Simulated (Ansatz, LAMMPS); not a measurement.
**Forces and charges in liquid 62P2O5-12Al2O3-27MgO (mol %) at 3300 K (141 atoms)**

What does DFT give for liquid 62P2O5-12Al2O3-27MgO (mol %) at 3300 K (141 atoms) as built?

Method: Kohn-Sham DFT, PBE, PAW (set soft_2), plane waves, in Ansatz 0.2.0.

**1. The starting structure**

The cell holds 141 atoms: 32 P, 6 Al, 7 Mg and 96 O. Cell: a = 12.417 Å, b = 12.417 Å, c = 12.417 Å, α = 90.0°, β = 90.0°, γ = 90.0°. 141 atoms (32 P, 6 Al, 7 Mg, 96 O) placed at random at 2.48 g/cm³, melted at 4000 K for 10 ps at fixed volume with the Morse and Coulomb pair potential with partial charges (Pedone, Malavasi, Menziani, Cormack and Segre, J. Phys. Chem. B 110, 11780 (2006)). Snapshot at the end of a hold of 10 ps at 3300 K and fixed volume.

Limits known from the start: The starting topology of bonds comes from the classical model, and needn't be the one that DFT or experiment would give. Sampling is at Γ alone, for a cell whose shortest periodic width is 12 Å.

**2. How the cell was made**

A classical potential supplies the starting structure, since it reaches far longer times than DFT.

This step: classical MD, Morse and Coulomb pair potential with partial charges (Pedone, Malavasi, Menziani, Cormack and Segre, J. Phys. Chem. B 110, 11780 (2006)) (LAMMPS 22 Jul 2025 - Update 4).

File in.lmp:

```
# melt-quench of P32Al6Mg7O96
units metal
atom_style charge
boundary p p p
region box block 0 12.4168 0 12.4168 0 12.4168
create_box 4 box
mass 1 30.9738   # P
mass 2 26.9815   # Al
mass 3 24.3050   # Mg
mass 4 15.9990   # O
create_atoms 1 random 32 436709 NULL overlap 1.5 maxtry 2000
create_atoms 2 random 6 436716 NULL overlap 1.5 maxtry 2000
create_atoms 3 random 7 436723 NULL overlap 1.5 maxtry 2000
create_atoms 4 random 96 436730 NULL overlap 1.5 maxtry 2000
pair_style hybrid/overlay pedone 5.5 coul/long 8.0
pair_coeff * * coul/long
pair_coeff 1 4 pedone 0.831326 2.585833 1.800790 1   # P-O
pair_coeff 2 4 pedone 0.361581 1.900442 2.164818 0.9   # Al-O
pair_coeff 3 4 pedone 0.038908 2.281000 2.586153 5   # Mg-O
pair_coeff 4 4 pedone 0.042395 1.379316 3.618701 22   # O-O
set type 1 charge 3
set type 2 charge 1.8
set type 3 charge 1.2
set type 4 charge -1.2
kspace_style pppm 1.0e-4
neigh_modify delay 0 every 1 check yes
thermo_style custom step time temp pe press density
thermo_modify norm yes
timestep 0.002
thermo 100
min_style cg
minimize 1e-4 1e-4 200 2000
reset_timestep 0
velocity all create 4000 436710 mom yes dist gaussian
# [... 14 lines left out ...]
compute msd all msd com yes
thermo 1250
fix md all nvt temp 3300 3300 0.2
run 5000 post no
print "== T3300: mean square displacement over the hold $(c_msd[4]:%.2f) A^2"
unfix md
uncompute msd
write_dump all custom T3300.dump id type xs ys zs modify sort id
```

The run is started by

```bash
$ lmp -in in.lmp -log none -nocite
```

Numbers of over 12 decimals in the logs are rounded to 6 here.

Log:

```text
LAMMPS (22 Jul 2025 - Update 4)
Created orthogonal box = (0 0 0) to (12.4168 12.4168 12.4168)
Created 32 atoms
Created 6 atoms
Created 7 atoms
Created 96 atoms
PPPM initialization ...
  G vector (1/distance) = 0.39084174
  grid = 15 15 15
  estimated relative force accuracy = 4.9790479e-05
   Step          Time           Temp          PotEng         Press         Density
         0   0              0             -4.2085342      513155.55      2.4799777
        97   0.194          0             -20.187624     -23658.084      2.4799777
Loop time of 0.109756 s on 1 MPI rank(s) for 97 steps with 141 atoms
Minimization stats:
  Stopping criterion = energy tolerance
  Energy initial, next-to-last, final =
     -4.20853415957209  -20.1857139247077  -20.1876236405725
  Force two-norm initial, final = 456.73903 4.5916392
  Iterations, force evaluations = 97 139
   Step          Time           Temp          PotEng         Press         Density
[... 8 lines left out ...]
      3332   6.664          3983.9483     -19.872784      17045.111      2.4799777
      4165   8.33           3965.6891     -19.854392      83775.12       2.4799777
      4998   9.996          3708.8908     -19.741703      56073.286      2.4799777
      5831   11.662         3859.2979     -19.881897      54458.671      2.4799777
[... 1 line left out ...]
Loop time of 3.40014 s on 1 MPI rank(s) for 5000 steps with 141 atoms
   Step          Time           Temp          PotEng         Press         Density
[... 5 lines left out ...]
Loop time of 3.38834 s on 1 MPI rank(s) for 5000 steps with 141 atoms
   Step          Time           Temp          PotEng         Press         Density
[... 2 lines left out ...]
     12500   25             3357.8329     -19.955717      14002.455      2.4799777
     13750   27.5           3800.4377     -19.932715      47256.11       2.4799777
     15000   30             3335.7572     -19.950373      36895.982      2.4799777
     16000   32             3962.3137     -19.953024      31245.757      2.4799777
Loop time of 3.35081 s on 1 MPI rank(s) for 5000 steps with 141 atoms
== T3300: mean square displacement over the hold 9.56 A^2
```

It took 11 s on 1 thread of Arm Neoverse V2, shared host; peak memory 0.076 GiB.

**3. Plane-wave single point**

The electrons are solved once, with the atoms held.

File input.yaml:

```yaml
crystal:
  lattice:
    - [12.4168, 0.0, 0.0]
    - [0.0, 12.4168, 0.0]
    - [0.0, 0.0, 12.4168]
  atoms:
    - { symbol: P, position: [0.4289, 0.8002, 0.86476] }
    - { symbol: P, position: [0.78538, 0.35096, 0.47865] }
    - { symbol: P, position: [0.15383, 0.59988, 0.88945] }
    - { symbol: P, position: [0.09778, 0.89473, 0.35765] }
    - { symbol: P, position: [0.25994, 0.17481, 0.80548] }
    - { symbol: P, position: [0.68142, 0.96295, 0.23244] }
    - { symbol: P, position: [0.20556, 0.2829, 0.40701] }
    - { symbol: P, position: [0.91671, 0.03004, 0.92752] }
    - { symbol: P, position: [0.4598, 0.07144, 0.18485] }
    - { symbol: P, position: [0.04291, 0.89505, 0.11846] }
    - { symbol: P, position: [0.65098, 0.90235, 0.47806] }
    - { symbol: P, position: [0.66951, 0.38555, 0.24912] }
    - { symbol: P, position: [0.00856, 0.52104, 0.30143] }
    - { symbol: P, position: [0.07077, 0.01665, 0.72232] }
    - { symbol: P, position: [0.36882, 0.66149, 0.34377] }
    - { symbol: P, position: [0.66145, 0.42022, 0.87329] }
    - { symbol: P, position: [0.92724, 0.35294, 0.1024] }
    - { symbol: P, position: [0.99162, 0.27231, 0.71183] }
    - { symbol: P, position: [0.07077, 0.19842, 0.24036] }
    - { symbol: P, position: [0.17266, 0.41208, 0.59859] }
    - { symbol: P, position: [0.32156, 0.37208, 0.09454] }
    - { symbol: P, position: [0.33993, 0.93, 0.33127] }
    - { symbol: P, position: [0.95316, 0.15093, 0.45156] }
    - { symbol: P, position: [0.86008, 0.66855, 0.67422] }
    - { symbol: P, position: [0.41023, 0.45292, 0.64965] }
    - { symbol: P, position: [0.45526, 0.71473, 0.09379] }
    - { symbol: P, position: [0.66693, 0.16975, 0.8648] }
    - { symbol: P, position: [0.2033, 0.78294, 0.76597] }
    - { symbol: P, position: [0.55673, 0.26838, 0.55084] }
    - { symbol: P, position: [0.79114, 0.82606, 0.85556] }
    - { symbol: P, position: [0.67431, 0.62507, 0.19791] }
    - { symbol: P, position: [0.87871, 0.69677, 0.06186] }
    [... 103 atom lines left out ...]
    - { symbol: O, position: [0.9387, 0.71521, 0.59054] }
    - { symbol: O, position: [0.83376, 0.75345, 0.95559] }
    - { symbol: O, position: [0.46645, 0.54252, 0.60518] }
    - { symbol: O, position: [0.86638, 0.25977, 0.44451] }
    - { symbol: O, position: [0.93779, 0.60052, 0.02272] }
    - { symbol: O, position: [0.31784, 0.80096, 0.81056] }
kpoints:
  mp_grid: { grid: [1, 1, 1] }
hamiltonian:
  xc: pbe
scf:
  occupations: { method: fixed }
output:
  forces: true
  stress: true
  populations: true
  dos:
    method: { smearing: { sigma: 0.1 } }
    de: 0.1
    projected: { site_lists: { Al: [Al], Mg: [Mg], O: [O], P: [P] } }
  eigenvalues: true
  write_density: true
  write_potential: true
  volumetric_format: npy
```

The run is started by

```bash
$ ansatz run input.yaml --threads 8 --pin off --max-ram 15872MiB --backend cpu --events-out ev --progress --plain --runs-dir out
```

Log:

```text
Engine: ansatz 0.2.0, aarch64-unknown-linux-gnu
Pseudopotentials: kind: paw
Pseudopotential: P, paw, valence charge 5, recommended cutoff 420 eV (normal), P.paw.azcp
Pseudopotential: Al, paw, valence charge 3, recommended cutoff 420 eV (normal), Al.paw.azcp
Pseudopotential: Mg, paw, valence charge 10, recommended cutoff 420 eV (normal), Mg.paw.azcp
Pseudopotential: O, paw, valence charge 6, recommended cutoff 420 eV (normal), O.paw.azcp
Functional definition: PBE
  parameter kappa = 0.804
  parameter beta = 0.066725
  exchange = pbe_x(kappa = kappa, mu = beta*pi^2/3)
  correlation = pbe_c(beta = beta)
Crystal: 141 atoms, lattice volume = 1914.384 Å³
Basis set: ecut = 420 eV, 37529 PW (Γ), exchange–correlation on 180×180×180 points (8 copies of the dense FFT grid, shifted against one another)
Bands: 553, of which v1, the nominal top of the filled ones, is band 412 counted from 1 (411 counted from 0)
Symmetry: 1 space group operations
Space group: P1 (ITA 1), of the structure as read, at distance tolerance 1.2e-4 Å
k-points: 1
Non-local potential: P, projectors of the file, l = 0: 2, l = 1: 2, l = 2: 2
Non-local potential: Al, projectors of the file, l = 0: 2, l = 1: 2, l = 2: 1
Non-local potential: Mg, projectors of the file, l = 0: 3, l = 1: 2, l = 2: 1
Non-local potential: O, projectors of the file, l = 0: 2, l = 1: 2, l = 2: 1
PAW form: soft (Blöchl's): semilocal exchange-correlation on the pseudo side does not see the compensation charge
PAW one-centre angular grid: P, 110 points (default); XC on 64 Gauss nodes
PAW one-centre angular grid: Al, 110 points (default); XC on 64 Gauss nodes
PAW one-centre angular grid: Mg, 110 points (default); XC on 64 Gauss nodes
PAW one-centre angular grid: O, 110 points (default); XC on 64 Gauss nodes
Initial density: superposition of atomic densities (neutral atoms: chi_scale 0, normalization atom), corrected by the library's trained network
Initial wavefunctions: pseudopotential atomic-orbital guess
Functional: x = pbe(κ = 0.804, μ = 0.219515), c = pbe(β = 0.066725)
SCF iter   1: F=—  HF=-95358.225730 eV  |F-HF|=—  |Δ(HF+E_count)|=         —  Δρ=6.88e-3  dr2=1.50e0  ethr=1.77e-3  ⟨swp⟩=6.0  Hψ=2191  notcnv=0  defer=139
preconditioner: auto → Resta (q_TF=auto, 2.371 Å⁻¹)  ε∞=3.3  [insulator: Δε(μ)=1.102 eV  Ē_g=15.658 eV  n_scr=436 (ndim 8)  ℏωp=23.5 eV  f_vac=0.183  ε∞_Penn≈3.3]
SCF iter   2: F=—  HF=-95357.899299 eV  |F-HF|=—  |Δ(HF+E_count)|=   3.26e-1  Δρ=3.80e-3  dr2=2.86e-1  ethr=1.82e-4  ⟨swp⟩=3.0  Hψ=976  notcnv=0  defer=137
SCF iter   3: F=—  HF=-95357.842817 eV  |F-HF|=—  |Δ(HF+E_count)|=   5.65e-2  Δρ=1.57e-3  dr2=9.36e-2  ethr=3.47e-5  ⟨swp⟩=3.0  Hψ=992  notcnv=0  defer=139
SCF iter   4: F=—  HF=-95357.881071 eV  |F-HF|=—  |Δ(HF+E_count)|=   3.83e-2  Δρ=1.67e-2  dr2=1.07e1  ethr=1.14e-5  ⟨swp⟩=4.0  Hψ=721  notcnv=0  defer=139  recentre
SCF iter   5: F=—  HF=-95357.836159 eV  |F-HF|=—  |Δ(HF+E_count)|=   4.49e-2  Δρ=4.27e-3  dr2=6.51e-1  ethr=1.14e-5  ⟨swp⟩=2.0  Hψ=637  notcnv=0  defer=139
SCF iter   6: F=—  HF=-95357.838742 eV  |F-HF|=—  |Δ(HF+E_count)|=   2.58e-3  Δρ=3.72e-3  dr2=4.00e-1  ethr=1.14e-5  ⟨swp⟩=3.0  Hψ=769  notcnv=0  defer=139
SCF iter   7: F=—  HF=-95357.826842 eV  |F-HF|=—  |Δ(HF+E_count)|=   1.19e-2  Δρ=6.64e-4  dr2=5.74e-3  ethr=1.14e-5  ⟨swp⟩=3.0  Hψ=752  notcnv=0  defer=137
SCF iter   8: F=—  HF=-95357.826578 eV  |F-HF|=—  |Δ(HF+E_count)|=   2.63e-4  Δρ=6.00e-4  dr2=9.13e-3  ethr=6.96e-7  ⟨swp⟩=3.0  Hψ=776  notcnv=0  defer=138
SCF iter   9: F=—  HF=-95357.826592 eV  |F-HF|=—  |Δ(HF+E_count)|=   1.33e-5  Δρ=7.19e-4  dr2=2.00e-2  ethr=6.96e-7  ⟨swp⟩=2.0  Hψ=746  notcnv=0  defer=138
SCF iter  10: F=—  HF=-95357.826260 eV  |F-HF|=—  |Δ(HF+E_count)|=   3.31e-4  Δρ=4.36e-4  dr2=7.65e-3  ethr=6.96e-7  ⟨swp⟩=2.0  Hψ=423  notcnv=0  defer=138
SCF iter  11: F=—  HF=-95357.826119 eV  |F-HF|=—  |Δ(HF+E_count)|=   1.41e-4  Δρ=3.39e-4  dr2=4.48e-3  ethr=6.96e-7  ⟨swp⟩=2.0  Hψ=418  notcnv=0  defer=138
SCF iter  12: F=—  HF=-95357.825960 eV  |F-HF|=—  |Δ(HF+E_count)|=   1.59e-4  Δρ=1.95e-4  dr2=1.53e-3  ethr=5.43e-7  ⟨swp⟩=2.0  Hψ=422  notcnv=0  defer=138
SCF iter  13: F=—  HF=-95357.825843 eV  |F-HF|=—  |Δ(HF+E_count)|=   1.17e-4  Δρ=8.53e-5  dr2=2.56e-4  ethr=1.85e-7  ⟨swp⟩=2.0  Hψ=463  notcnv=0  defer=139
SCF iter  14: F=—  HF=-95357.825803 eV  |F-HF|=—  |Δ(HF+E_count)|=   3.92e-5  Δρ=2.43e-5  dr2=1.82e-5  ethr=3.11e-8  ⟨swp⟩=3.0  Hψ=607  notcnv=0  defer=139
SCF iter  15: F=—  HF=-95357.830161 eV  |F-HF|=—  |Δ(HF+E_count)|=   4.36e-3  Δρ=9.88e-6  dr2=2.75e-6  ethr=2.21e-9  ⟨swp⟩=3.0  Hψ=999  notcnv=0  defer=138
SCF iter  16: F=—  HF=-95357.830161 eV  |F-HF|=—  |Δ(HF+E_count)|=   1.24e-7  Δρ=3.10e-6  dr2=1.81e-7  ethr=3.34e-10  ⟨swp⟩=3.0  Hψ=710  notcnv=0  defer=138
SCF iter  17: F=-95357.830161 eV  HF=-95357.830161 eV  |F-HF|=9.31e-9  |Δ(HF+E_count)|=   3.31e-8  Δρ=1.32e-6  dr2=3.03e-8  ethr=1.21e-11  ⟨swp⟩=28.0  Hψ=6496  notcnv=0
SCF 1 converged in 17 iterations: F = -95357.830161 eV  dr2 = 3.03e-8
  greatest PAW one-centre occupation: 1.000 electrons in one spin orbital (limit 2), on the Mg atom at site 38 (counted from 0), in its partial waves of l = 0
SCF converged after 17 iterations
Free energy (F): -95357.830161 eV
Harris-Foulkes:  -95357.830161 eV  (|F-HF|=9.31e-9)
Internal energy: -95357.830161 eV  (E = F + TS)
E sigma→0 (E₀):  -95357.830161 eV
Fermi energy:    5.038547 eV
--- Per-component energies (eV) ---
  E_band       = -6478.916254
  E_kinetic    = 20232.242858
  E_local      = -67641.066358  (includes V_loc(G=0)·N_el)
  E_nonlocal   = 6323.945335
  E_hartree    = 25031.545526
  E_xc         = -9549.732796
  E_vxc        = -11492.604207  (∫ρ·V_xc dr)
  E_paw        = -38304.549712  (= ΣΔE_a)
  E_vpaw       = -3964.768798  (= ΣTr[D̂ρ^β])
  E_aug_tail   = 0.241770  (compensation charges beyond the density's cutoff)
  E_ewald      = -31450.456784
  E_smearing   = -0.000000  (= −TS)
  E_closure    = -0.000000  (closes the sum)
  Σ components = -95357.830161   (vs F -95357.830161, Δ=0.00e0)
--- Forces (eV/Å), atoms counted from 1 ---
  atom   1  P      1.03133803    -1.94667664     1.36077199
  atom   2  P      1.35186534    -2.10837884    -0.78150358
  atom   3  P     12.09497710    -3.06456525     7.26949648
  atom   4  P     -0.34898280    -4.09523505     1.93312685
  atom   5  P     -0.28141069     0.23551800     1.20121606
  atom   6  P      7.27209356    -2.16970201    -1.17769562
  atom   7  P     14.28394201    -5.73129897     5.28243277
  atom   8  P      3.29351606     3.11912298     1.00401268
  atom   9  P      1.33164439     1.46804662     0.11133474
  atom  10  P      2.61608733    -0.45266221    -5.99360066
  atom  11  P     -7.36978948     5.65614314    -2.01751222
  atom  12  P     -1.11622621     0.69994757     6.34229396
  atom  13  P     -7.60110538    -2.78462837     6.22497406
  atom  14  P     -0.59553476     0.42185333     1.76038776
[...]
atom 140  O     -0.70564023    -1.41849713     0.41312480
  atom 141  O     -1.52293427     0.70311758    -0.64512653
  max |Σ_I F_I| component: 5.71e-5 eV/Å
--- Stress (GPa, compression-positive) ---
        4.550112       2.812668      -0.546396
        2.812675       3.211775       1.680232
       -0.546403       1.680231       4.787338
  P = ⅓ Tr σ = 4.1831 GPa (41.831 kbar)
--- Band table (eV) ---
  k-point 0: bands = ["-72.5888", "-72.3071", "-72.0698", "-71.5842", [... 537 levels ...], "13.0334", "13.0383", "13.0535", "13.0923", "13.1284", "13.1374", "13.1827", "13.2000", "13.2293", "13.2432", "13.2806", "13.3100"]
--- Löwdin populations: 141 sites ---
  site symbol       q [e]
     0      P      2.6935
     1      P      2.8038
     2      P      2.7818
[...]
140      O      6.7317
  spilling = 0.016201 (of n_electrons = 824.000000)
```

Elapsed: 41 s, on 8 threads of Arm Neoverse V2, shared host; peak memory 3 GiB.

Reading the cycles: dr2 is the Hartree energy of the density residual (eV), the measure of convergence; HF is the Harris–Foulkes estimate of the energy, which meets the free energy F at convergence.

Read from the output:

```
free energy                                      : -95357.8302 eV
free energy per atom                             : -676.2967 eV/atom
SCF cycles                                       : 17
pressure                                         : 4.183 GPa
r.m.s. force component                           : 2.997 eV/Å
longest force                                    : 16.27 eV/Å
Fermi energy                                     : 5.039 eV
spacing of highest filled and lowest empty level : 0.0845 eV
spilling of the projection                       : 0.0162
```

Length of the force by element:

| element | coordination | atoms | mean length of the force (eV/Å) | spread | least | most |
| --- | --- | --- | --- | --- | --- | --- |
| Al | all | 6 | 7.53 | 3.64 | 3.11 | 14.1 |
| Mg | all | 7 | 1.81 | 0.784 | 1.02 | 3.13 |
| O | all | 96 | 3.76 | 2.30 | 0.546 | 14.4 |
| P | all | 32 | 5.83 | 3.54 | 1.26 | 16.3 |

Löwdin charges by element (they lack the spilled electrons, 0.095 e an atom on average):

| element | coordination | atoms | mean charge (e) | spread | least | most |
| --- | --- | --- | --- | --- | --- | --- |
| Al | all | 6 | 1.40 | 0.0365 | 1.35 | 1.44 |
| Mg | all | 7 | 1.65 | 0.0097 | 1.64 | 1.67 |
| O | all | 96 | -0.796 | 0.0881 | -1.03 | -0.671 |
| P | all | 32 | 2.18 | 0.0923 | 1.96 | 2.32 |

States in the cell by windows of 1 eV, zero at the Fermi level; the larger projections on atomic orbitals stand beside the total:

| from (eV) | to (eV) | total | O p | P p | O s |
| --- | --- | --- | --- | --- | --- |
| -14 | -13 | 12.0 | 7.4 | 1.8 | 1.2 |
| -13 | -12 | 12.9 | 8.0 | 2.2 | 1.1 |
| -12 | -11 | 16.6 | 11.1 | 2.8 | 1.1 |
| -11 | -10 | 18.3 | 12.7 | 3.2 | 0.9 |
| -10 | -9 | 27.1 | 19.1 | 3.7 | 2.2 |
| -9 | -8 | 43.3 | 32.2 | 4.4 | 3.8 |
| -8 | -7 | 52.5 | 42.8 | 4.1 | 3.1 |
| -7 | -6 | 71.0 | 59.9 | 4.3 | 3.6 |
| -6 | -5 | 75.6 | 66.5 | 3.3 | 2.7 |
| -5 | -4 | 76.3 | 69.3 | 2.5 | 1.9 |
| -4 | -3 | 63.6 | 59.1 | 1.6 | 1.0 |
| -3 | -2 | 56.4 | 52.7 | 1.5 | 0.5 |
| -2 | -1 | 19.2 | 18.2 | 0.3 | 0.1 |
| -1 | 0 | 12.7 | 11.8 | 0.2 | 0.2 |
| 0 | 1 | 6.9 | 2.3 | 0.7 | 0.9 |
| 1 | 2 | 11.9 | 2.5 | 2.1 | 1.4 |
| 2 | 3 | 19.0 | 3.6 | 3.8 | 2.2 |
| 3 | 4 | 28.8 | 5.2 | 8.0 | 2.7 |
| 4 | 5 | 38.9 | 6.5 | 12.5 | 3.0 |

With fixed occupations the program's Fermi level is the highest filled level.

Between -26 and -14 eV lie 207 more states.

About 60 of the 824 electrons lie in deeper levels, below the stored range.

The levels nearest the highest filled one (over half full), pooled over k-points and spins:

| level less the highest filled one (eV) | occupation |
| --- | --- |
| -0.855 | 2 |
| -0.588 | 2 |
| -0.522 | 2 |
| -0.511 | 2 |
| -0.435 | 2 |
| 0 | 2 |
| 0.0845 | 0 |
| 0.678 | 0 |
| 0.922 | 0 |
| 1.05 | 0 |
| 1.27 | 0 |
| 1.62 | 0 |

Valence density in the bc plane at fractional x = 0.424, with atoms of P and Al and Mg and O within 0.2 Å of it. It is the smooth field of the valence electrons, not physical close to the nuclei.

Values in units of 1e0 e/Å³, 13 rows by 16 columns, each cell a mean:
```
0.1 0.1 0.1 0.1 0.3 0.3 0.2 0.2 0.1 0.0 0.4 3.9 2.2 0.5 1.3 0.4
0.1 0.1 0.1 0.0 0.0 0.1 0.1 0.1 0.1 0.0 0.1 0.5 0.5 0.8 1.9 0.6
0.0 0.1 0.1 0.3 0.1 0.1 0.8 2.3 0.4 0.0 0.0 0.3 0.6 0.3 0.1 0.1
0.0 0.0 0.1 0.4 0.1 0.1 1.0 2.7 0.5 0.1 0.0 0.1 0.1 0.0 0.0 0.0
0.1 0.1 0.0 0.0 0.1 0.7 0.8 0.5 1.4 0.6 0.0 0.0 0.0 0.0 0.0 0.0
8.9 5.4 0.0 0.0 0.2 1.3 0.8 0.4 1.2 0.6 0.0 0.0 0.0 0.0 0.0 0.1
1.4 0.7 0.1 0.2 0.2 0.1 0.1 0.0 0.1 0.1 0.1 0.0 0.0 0.0 0.2 0.7
0.3 0.0 0.1 0.3 0.2 0.1 0.0 0.0 0.0 0.4 1.0 0.3 0.1 0.1 0.3 0.9
0.1 0.1 0.6 0.4 0.1 0.1 0.0 0.0 0.0 0.3 0.9 0.4 0.7 0.9 0.2 0.2
0.9 0.6 3.4 1.8 0.3 0.5 0.1 0.0 0.0 0.1 0.7 0.3 0.2 0.2 0.2 0.9
0.9 0.6 0.6 0.2 0.6 1.9 0.4 0.0 0.0 0.4 2.5 1.2 0.4 0.6 0.2 0.5
0.7 3.4 1.0 0.1 0.1 0.3 0.2 0.1 0.1 0.1 0.6 0.6 1.0 1.4 0.2 0.1
0.5 3.0 0.8 0.1 0.6 0.5 0.2 0.6 0.3 0.1 0.3 1.4 0.8 0.2 0.1 0.0
```
Columns run along b (12.4 Å), rows up along c (12.4 Å). Atoms in or near the plane, at fractional coordinates: P at (0.80, 0.86), P at (0.45, 0.65), Al at (0.45, 0.90), Al at (0.06, 0.91), Mg at (0.05, 0.55), O at (0.73, 0.97), O at (0.09, 0.07).

Electrostatic potential energy in the bc plane at fractional x = 0.424, with atoms of P and Al and Mg and O within 0.2 Å of it. With pseudopotentials it is smooth inside the atoms' cores, unlike the true potential.

Values in eV, 13 rows by 16 columns, each cell a mean:
```
 -9 -10   2  10  10   7  -4  -7   0   7   5 -31 -21  -1  -6   2
-10  -9   1   9  10   5 -10  -8  -5   6   8  -3 -39 -36 -16   0
  4   5   9   9  10   8  -3 -20   3   8   8   4 -14 -12   5   7
  6   8  10   9  11   8  -8 -32   0   8   9   8   8   7   7   7
 -1   1   8  10  10   0 -25 -43 -19   4   9   9   9   8   7   4
-35 -28   3   8   8  -6  -4  -7  -6   4   9   9   9   9   8   0
-10  -7   6   9   9   9   9   9   9  10   9   9   9  10   9   0
  7   8   9   6   3   6   9  10   9   5  -5   3   8   9   7  -1
  6   8   3  -6  -9  -6   8  10   9   1 -20  -7   2   0   1   0
 -7  -6 -28 -16  -7  -3   9  11  10   7  -2   3   8   8   5  -4
-23 -38  -5   7   5 -11   8  11  11   7 -22  -8   6   5   9   2
 -3 -31  -2  10  11   8   8  10  11   8 -11 -40 -15  -6  10   8
  2 -22   0  11   7   7   8   6   9   8  -1 -25  -5   9  10   8
```
Columns run along b (12.4 Å; values clipped at the 3rd and 97th percentile), rows up along c (12.4 Å). Atoms in or near the plane, at fractional coordinates: P at (0.80, 0.86), P at (0.45, 0.65), Al at (0.45, 0.90), Al at (0.06, 0.91), Mg at (0.05, 0.55), O at (0.73, 0.97), O at (0.09, 0.07).

Mean Löwdin charges: Al +1.40, Mg +1.65, O -0.80, P +2.18 e (they miss 1.6 % of the electrons, so they add up to more than the cell's charge). Within 0.4 eV of the Fermi level the largest share is O p (67 % of the projected weight).

[end of part 1 of 2]

[Logs are printed without paths, hosts, clocks, repeated set-up lines and the standing remarks that a program may print on its own settings, such as how far it seeks lower states.]

[Hosts, paths, dates, database ids (printed as entryN), source tags and the programs' standing remarks are cut or masked in the printed files.]
